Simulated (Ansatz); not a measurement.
# TiO2 (Anatase, I4_1/amd) under uniaxial strain along c, part 2 of 3

Aim: how do the optical modes of TiO2 (Anatase, I4_1/amd) shift and split under this strain?

Ansatz 0.2.0; DFT LDA, scalar-relativistic, plane waves, PAW; PAW set soft_1.

So far. Step 3 (Tight relaxation): The largest force component left is 0.019 meV/Å and the pressure is -0.005 GPa, within the tolerances set. The cell now holds 11.02 Å³/atom.

**4. Zone-centre response at rest**

The modes at rest are the reference of the series, and the response to a field gives the dielectric tensor and the Born charges.

File input.yaml:

```yaml
crystal:
  lattice:
    - [-1.8699298004, 1.8699298004, 4.7292465785]
    - [1.8699298004, -1.8699298004, 4.7292465785]
    - [1.8699298004, 1.8699298004, -4.7292465785]
  atoms:
    - { symbol: O, position: [0.207944487, 0.207944487, 0.0] }
    - { symbol: O, position: [0.957944487, 0.457944487, 0.5] }
    - { symbol: O, position: [0.542055513, 0.042055513, 0.5] }
    - { symbol: O, position: [0.792055513, 0.792055513, 0.0] }
    - { symbol: Ti, position: [0.0, 0.0, 0.0] }
    - { symbol: Ti, position: [0.75, 0.25, 0.5] }
kpoints:
  mp_grid: { grid: [12, 12, 12] }
hamiltonian:
  xc: lda
  pseudopotentials: { kind: paw, azcp: { folder: soft_1 }, xc_functional: pbe }
scf:
  occupations: { method: fixed }
output:
  eigenvalues: true
phonons:
  method: dfpt
  dielectric: true
  rigid_motions: translations
```

The run is started by

```bash
$ ansatz run input.yaml --threads 8 --pin off --max-ram 20480MiB --backend cpu --events-out ev --progress --plain --runs-dir out
```

Numbers of over 12 decimals in the logs are rounded to 6 here.

Log:

```text
[...]
Crystal: 6 atoms, lattice volume = 66.146 Å³
Basis set: ecut = 420 eV, 1283 PW (Γ), exchange–correlation on 80×80×80 points (8 copies of the dense FFT grid, shifted against one another)
Bands: 30, of which v1, the nominal top of the filled ones, is band 24 counted from 1 (23 counted from 0)
Symmetry: 16 space group operations
k-points: 868 of 1728 (irreducible under 1 space group operation, time reversal used)
[...]
SCF iter   1: F=—  HF=-7131.065453 eV  |F-HF|=—  |Δ(HF+E_count)|=         —  Δρ=5.65e-2  dr2=2.29e0  ethr=3.10e-3  ⟨swp⟩=3.9  Hψ=86164  notcnv=0  defer=1516
[...]
SCF iter  10: F=-7130.487313 eV  HF=-7130.487313 eV  |F-HF|=5.46e-12  |Δ(HF+E_count)|=   1.44e-9  Δρ=2.50e-7  dr2=1.83e-11  ethr=1.00e-12  ⟨swp⟩=10.5  Hψ=169164  notcnv=0
SCF 1 converged in 10 iterations: F = -7130.487313 eV  dr2 = 1.83e-11
[...]
NSCF: frozen V_eff on 3 k-points
DFPT response loops at Γ: preconditioner auto → Resta (q_TF=auto, 2.586 Å⁻¹)  ε∞=5.4 (no band partly filled); β = 1.00, the filter's whole step (`scf.mixing.beta` (0.50) is not read by the response loops at its default; to damp them type it under 1.00, their step now; it binds the ground state too); Broyden in place of MSR1
── the response to a field inside a basis, on 12×12×12 k-points: an SCF that follows is theirs, and a resumed run solves both again ──
Bands: 25, of which v1, the nominal top of the filled ones, is band 24 counted from 1 (23 counted from 0)
k-points: 159 of 1728
[...]
Eigensolver: Dense (159 Hₖ)
SCF iter   1: F=—  HF=-7130.476308 eV  |F-HF|=—  |Δ(HF+E_count)|=         —  Δρ=3.88e-4  dr2=2.18e-5  ethr=1.00e-1
[...]
SCF iter   5: F=-7130.476301 eV  HF=-7130.476301 eV  |F-HF|=8.57e-10  |Δ(HF+E_count)|=   2.13e-9  Δρ=3.26e-6  dr2=1.85e-9  ethr=2.41e-10
SCF 1 converged in 5 iterations: F = -7130.476301 eV  dr2 = 1.85e-9
[...]
SCF converged after 10 iterations
Free energy (F): -7130.487313 eV
[...]
Internal energy: -7130.487313 eV  (E = F + TS)
E sigma→0 (E₀):  -7130.487313 eV
Fermi energy:    7.275716 eV
[...]
--- Band table (eV; the first three rows and the last of 868) ---
  k-point 0: bands = [... 20 lower, 6.5145, 6.5145, 6.7725, 6.7725, 9.3695, 10.1675, 11.3960, 11.3960, ... 2 higher]
  k-point 1: bands = [... 20 lower, 6.3699, 6.3942, 6.5025, 6.8827, 9.7119, 10.2174, 11.0718, 11.2561, ... 2 higher]
  k-point 2: bands = [... 20 lower, 5.9389, 6.0675, 6.6050, 7.0132, 10.2670, 10.3964, 10.6244, 11.0731, ... 2 higher]
  k-point 867: bands = [... 20 lower, 5.9904, 5.9904, 7.1651, 7.1651, 9.7533, 9.7533, 11.1585, 11.1585, ... 2 higher]
--- Phonons (Γ-DFPT): 5 representative perturbations + reference, on 868 of 1728 k-points (Σ response iterations 17) ---
  k mesh reduced under 1 symmetry operation, with k and −k counted as one. Each operation leaves every solved perturbation unchanged. A smaller set is not considered because the run solves the response to a homogeneous field
  ASR residual: 3.240e-5 → 0.000e0 eV/Å²; symmetrization residual: 1.609e-5 eV/Å²
  ASR residual per site (eV/Å²): 3.24e-5 3.24e-5 3.24e-5 3.24e-5 9.45e-6 9.45e-6
  Γ frequencies (cm⁻¹): 0.00 0.00 0.00 150.14 150.14 164.25 164.25 240.43 240.43 348.23 384.10 442.36 442.36 503.19 528.23 551.53 638.22 638.22
  ε∞ (high-frequency dielectric tensor):
        6.874031     0.000000     0.000000
        0.000000     6.874031    -0.000000
        0.000000    -0.000000     6.271254
  ε⁰ (static dielectric tensor: ions relaxed, cell fixed):
       52.891158    -0.000000     0.000000
       -0.000000    52.891158    -0.000000
        0.000000    -0.000000    27.246191
  ε⁰ − ε∞ (ionic part):
       46.017127    -0.000000     0.000000
       -0.000000    46.017127    -0.000000
        0.000000    -0.000000    20.974937
  softest optical mode at Γ: 150.14 cm⁻¹; the repairs (sum rule, projections) moved no ω² at Γ by more than (2.34 cm⁻¹)²
  Born effective charges Z* (e; rows j = field, columns β = displacement):
    site 0:
        -1.12740   -0.00000    0.00000
        -0.00000   -5.43369   -0.00000
        -0.00000    0.00000   -2.86298
    site 1:
        -5.43369    0.00000   -0.00000
        -0.00000   -1.12740    0.00000
        -0.00000    0.00000   -2.86298
    site 2:
        -1.12740   -0.00000   -0.00000
        -0.00000   -5.43369    0.00000
         0.00000   -0.00000   -2.86298
    site 3:
        -5.43369   -0.00000    0.00000
        -0.00000   -1.12740    0.00000
         0.00000   -0.00000   -2.86298
    site 4:
         6.56109    0.00000    0.00000
         0.00000    6.56109    0.00000
         0.00000   -0.00000    5.72596
    site 5:
         6.56109   -0.00000    0.00000
         0.00000    6.56109   -0.00000
         0.00000    0.00000    5.72596
  Z* charge neutrality: 5.097e-3 e pre-enforcement
  solved inside a basis spanned on kpoints, on 12×12×12 k-points, its susceptibility summed on 12×12×16: ε∞ is read to err by 2.0e-2, Z* by 2.2e-2 e (field_mesh: kpoints solves on kpoints); Z* is corrected for what the basis lacks
  optical modes at Γ without the LO–TO term, one row a degenerate level:
      ω (cm⁻¹)  modes    IR ((D/Å)²/amu)
        150.14      2             0.0000
        164.25      2             0.0000
        240.43      2           124.8966
        348.23      1            78.8835
        384.10      1             0.0000
        442.36      2           135.7286
        503.19      1             0.0000
        528.23      1             0.0000
        551.53      1             0.0000
        638.22      2             0.0000
  optical modes at Γ + LO–TO along q̂ = [1.0000, 0.0000, 0.0000]:
      ω (cm⁻¹)  modes    IR ((D/Å)²/amu)
        150.14      2             0.0000
        164.25      2             0.0000
        240.43      1            62.4483
[...]
optical modes at Γ + LO–TO along q̂ = [0.0000, 1.0000, 0.0000]:
      ω (cm⁻¹)  modes    IR ((D/Å)²/amu)
[...]
638.22      2             0.0000
        865.14      1           128.7469
  optical modes at Γ + LO–TO along q̂ = [0.0000, 0.0000, 1.0000]:
      ω (cm⁻¹)  modes    IR ((D/Å)²/amu)
        150.14      2             0.0000
        164.25      2             0.0000
        240.43      2           124.8966
        384.10      1             0.0000
        442.36      2           135.7286
        503.19      1             0.0000
        528.23      1             0.0000
        551.53      1             0.0000
        638.22      2             0.0000
        725.85      1            78.8835
```

The job ended after 9.6 min (8 threads of Arm Neoverse N1, shared host; peak memory 7.1 GiB; 71 min of CPU time).

Reading the cycles: dr2 is the Hartree energy of the density residual (eV), the measure of convergence; HF is the Harris–Foulkes estimate of the energy, which meets the free energy F at convergence.

Numbers from this step:

| Property | Result |
| --- | --- |
| sum-rule residual before enforcement | 3.24e-5 eV/Å² |
| miss of the charge sum rule | 0.005097 e |
| estimated error of the dielectric tensor | 0.02024 |
| estimated error of the Born charges | 0.02194 e |
| point group | 4/mmm |
| highest optical mode at the zone centre (no LO-TO term) | 638.2 cm⁻¹ |
| lowest optical zone-centre mode | 150.1 cm⁻¹ |
| mean high-frequency dielectric constant | 6.673 |
| largest Born charge (third of the trace) | 6.283 e |
| mean static dielectric constant | 44.34 |
| top of the zone-centre spectrum with the field | 865.1 cm⁻¹ |

Without the LO-TO term. Patterns of degenerate modes are one choice out of their space. The modes at Γ (shares of kinetic energy by element, %):

| mode | frequency (cm⁻¹) | symmetry | O % | Ti % |
| --- | --- | --- | --- | --- |
| 1 | 0.0 | acoustic | 40 | 60 |
| 2 | 0.0 | acoustic | 40 | 60 |
| 3 | 0.0 | acoustic | 40 | 60 |
| 4 | 150.1 | Eg | 5 | 95 |
| 5 | 150.1 | Eg | 5 | 95 |
| 6 | 164.2 | Eg | 96 | 4 |
| 7 | 164.2 | Eg | 96 | 4 |
| 8 | 240.4 | Eu | 64 | 36 |
| 9 | 240.4 | Eu | 64 | 36 |
| 10 | 348.2 | A2u | 60 | 40 |
| 11 | 384.1 | B1g | 0 | 100 |
| 12 | 442.4 | Eu | 96 | 4 |
| 13 | 442.4 | Eu | 96 | 4 |
| 14 | 503.2 | B1g | 100 | 0 |
| 15 | 528.2 | A1g | 100 | 0 |
| 16 | 551.5 | B2u | 100 | 0 |
| 17 | 638.2 | Eg | 99 | 1 |
| 18 | 638.2 | Eg | 99 | 1 |

Displacements in mode 5 (150.1 cm⁻¹), the largest set to 1:
```
O1   0.00  0.09  0.00
O2   0.00  0.37  0.00
O3   0.00 -0.09  0.00
O4   0.00 -0.37  0.00
Ti5  0.00 -1.00  0.00
Ti6  0.00  1.00  0.00
```

Displacements in mode 18 (638.2 cm⁻¹), the largest set to 1:
```
O1   0.00 -1.00  0.00
O2   0.00 -0.13  0.00
O3   0.00  1.00  0.00
O4   0.00  0.13  0.00
Ti5  0.00 -0.04  0.00
Ti6  0.00  0.04  0.00
```

Optical modes at the zone centre, without and with the macroscopic field of the longitudinal modes; each column is sorted by frequency, so a row need not hold one and the same mode. Modes with and without the field, by row:

| rank among optical modes | no field (cm⁻¹) | q along (1, 0, 0) (cm⁻¹) | q along (0, 0, 1) (cm⁻¹) |
| --- | --- | --- | --- |
| 1 | 150.1 | 150.1 | 150.1 |
| 2 | 150.1 | 150.1 | 150.1 |
| 3 | 164.2 | 164.2 | 164.2 |
| 4 | 164.2 | 164.2 | 164.2 |
| 5 | 240.4 | 240.4 | 240.4 |
| 6 | 240.4 | 341 | 240.4 |
| 7 | 348.2 | 348.2 | 384.1 |
| 8 | 384.1 | 384.1 | 442.4 |
| 9 | 442.4 | 442.4 | 442.4 |
| 10 | 442.4 | 503.2 | 503.2 |
| 11 | 503.2 | 528.2 | 528.2 |
| 12 | 528.2 | 551.5 | 551.5 |
| 13 | 551.5 | 638.2 | 638.2 |
| 14 | 638.2 | 638.2 | 638.2 |
| 15 | 638.2 | 865.1 | 725.9 |

Born charge (rows field, columns displacement) (e), principal values of the symmetric part by kind of site:

| atom | atoms with these values | low | middle | high | mean |
| --- | --- | --- | --- | --- | --- |
| O1 | 4 | -5.43 | -2.86 | -1.13 | -3.14 |
| Ti5 | 2 | 5.73 | 6.56 | 6.56 | 6.28 |

In full for Ti5:

```
6.56 0.00 0.00
0.00 6.56 0.00
0.00 0.00 5.73
```

High-frequency dielectric tensor:

```
6.87 0.00 0.00
0.00 6.87 0.00
0.00 0.00 6.27
```

Static dielectric tensor (ions relaxed, fixed cell):

```
52.89  0.00  0.00
 0.00 52.89  0.00
 0.00  0.00 27.25
```

Transverse modes. Lines of the infrared spectrum (strongest = 100):

| position (cm⁻¹) | label | relative intensity |
| --- | --- | --- |
| 150 | Eg | 0.0 |
| 164 | Eg | 0.0 |
| 240 | Eu | 92 |
| 348 | A2u | 58 |
| 384 | B1g | 0.0 |
| 442 | Eu | 100 |
| 503 | B1g | 0.0 |
| 528 | A1g | 0.0 |
| 552 | B2u | 0.0 |
| 638 | Eg | 0.0 |

Before it was imposed, the acoustic sum rule was missed by 3.2e-5 eV/Å² and the charge sum rule by 0.0051 e. Small misses are needed for a sound result but don't prove that mesh and cutoff are converged. The lowest optical mode is real, 150 cm⁻¹.

**5. A member of the series: uniaxial strain of +4 % along c**

The cell takes a uniaxial strain of +4 % along c. The strained length and the angles are held, while the rest of the cell and the atoms relax.

File input.yaml:

```yaml
crystal:
  lattice:
    - [-1.8533162042, 1.8533162042, 4.9184164417]
    - [1.8533162042, -1.8533162042, 4.9184164417]
    - [1.8533162042, 1.8533162042, -4.9184164417]
  atoms:
    - { symbol: O, position: [0.2042713965, 0.2042713965, 0.0] }
    - { symbol: O, position: [0.9542713965, 0.4542713965, 0.5] }
    - { symbol: O, position: [0.5457286035, 0.0457286035, 0.5] }
    - { symbol: O, position: [0.7957286035, 0.7957286035, 0.0] }
    - { symbol: Ti, position: [0.0, 0.0, 0.0] }
    - { symbol: Ti, position: [0.75, 0.25, 0.5] }
  conventional_axes: [[0, 1, 1], [1, 0, 1], [1, 1, 0]]
kpoints:
  mp_grid: { grid: [12, 12, 12] }
hamiltonian:
  xc: lda
  pseudopotentials: { kind: paw, azcp: { folder: soft_1 }, xc_functional: pbe }
scf:
  occupations: { method: fixed }
output:
  forces: true
  stress: true
  eigenvalues: true
relax:
  adjacent_minimum: "off"
  f_tol: 0.001
  max_steps: 60
  cell: { stress_tol: 0.01, fix: [c, angles] }
```

Log:

```text
[...]
Crystal: 6 atoms, lattice volume = 67.575 Å³
Basis set: ecut = 420 eV, 1341 PW (Γ), FFT grids on a1+a3, a2+a3, a3
Bands: 30, of which v1, the nominal top of the filled ones, is band 24 counted from 1 (23 counted from 0)
Symmetry: 16 space group operations
[...]
k-points: 163 of 1728
[...]
- [-1.847680, 1.847680, 4.9184164417]
    - [1.847680, -1.847680, 4.9184164417]
    - [1.847680, 1.847680, -4.9184164417]
  atoms:
    - { symbol: O, position: [0.203151, 0.203151, 0] }
    - { symbol: O, position: [0.953151, 0.453151, 0.500000] }
    - { symbol: O, position: [0.546849, 0.046849, 0.5] }
    - { symbol: O, position: [0.796849, 0.796849, 0] }
    - { symbol: Ti, position: [-1.026410924222336e-19, -1.026410924222336e-19, 0] }
    - { symbol: Ti, position: [0.75, 0.250000, 0.5] }
[key lines of the parts left out:]
SCF converged after 6 iterations
Free energy (F): -7130.453020 eV
Fermi energy:    7.024269 eV
P = ⅓ Tr σ = -1.3873 GPa (-13.873 kbar)
```

Run time: 30 s. Hardware: 8 threads; peak memory 0.61 GiB.

Relaxation path:

| step | energy less that of the first step (eV) | largest force component (eV/Å) | pressure (GPa) | volume (Å³) |
| --- | --- | --- | --- | --- |
| 1 | 0.0000 | 0.1570 | -3.20 | 67.57 |
| 2 | -0.0053 | 0.0762 | -2.03 | 67.30 |
| 3 | -0.0067 | 0.0001 | -1.37 | 67.17 |
| 4 | -0.0067 | 0.0001 | -1.40 | 67.18 |
| 5* | -0.0053 | 0.0000 | -1.43 | 67.18 |
| 6 | -0.0054 | 0.0000 | -1.39 | 67.16 |
| 7* | -0.0053 | 0.0000 | -1.39 | 67.16 |

Relaxation steps marked * repeat the geometry before them on a plane-wave basis chosen anew for their cell, so energy and pressure can jump there.

The run keeps the 16 symmetry operations that it works with, so distortions that break them were not tested.

| conventional cell, symmetrised | before | after | change |
| --- | --- | --- | --- |
| a (Å) | 3.707 | 3.695 | -0.3 % |
| b (Å) | 3.707 | 3.695 | -0.3 % |
| c (Å) | 9.837 | 9.837 | +0.0 % |
| volume (Å³/atom) | 11.26 | 11.19 | -0.6 % |

The atoms that moved most (Å, as changes of fractional coordinates times the final cell):

| atom | dx | dy | dz | length |
| --- | --- | --- | --- | --- |
| O2 | 0.000 | 0.000 | -0.011 | 0.011 |
| O3 | 0.000 | 0.000 | 0.011 | 0.011 |
| O1 | 0.000 | 0.000 | -0.011 | 0.011 |
| O4 | 0.000 | 0.000 | 0.011 | 0.011 |

Final coordinates:

```cif
data_structure
_symmetry_space_group_name_H-M 'P 1'
_symmetry_Int_Tables_number 1
_cell_length_a 5.5694
_cell_length_b 5.5694
_cell_length_c 5.5694
_cell_angle_alpha 141.250
_cell_angle_beta 141.250
_cell_angle_gamma 55.961
_cell_volume 67.16
loop_
_atom_site_label
_atom_site_type_symbol
_atom_site_fract_x
_atom_site_fract_y
_atom_site_fract_z
_atom_site_occupancy
O1 O 0.20315 0.20315 0.00000 1
O2 O 0.95315 0.45315 0.50000 1
O3 O 0.54685 0.04685 0.50000 1
O4 O 0.79685 0.79685 0.00000 1
Ti5 Ti 0.00000 0.00000 0.00000 1
Ti6 Ti 0.75000 0.25000 0.50000 1
```

This step gave:

* pressure: -1.387 GPa
* gap on the k-mesh: 2.290 eV
* volume per atom: 11.19 Å³

The largest force component left is 0.035 meV/Å.

(Part 2 of 3 ends here.)

[Logs are printed without paths, hosts, clocks, repeated set-up lines and the standing remarks that a program may print on its own settings, such as how far it seeks lower states.]

[Hosts, paths, dates, database ids (printed as entryN), source tags and the programs' standing remarks are cut or masked in the printed files.]
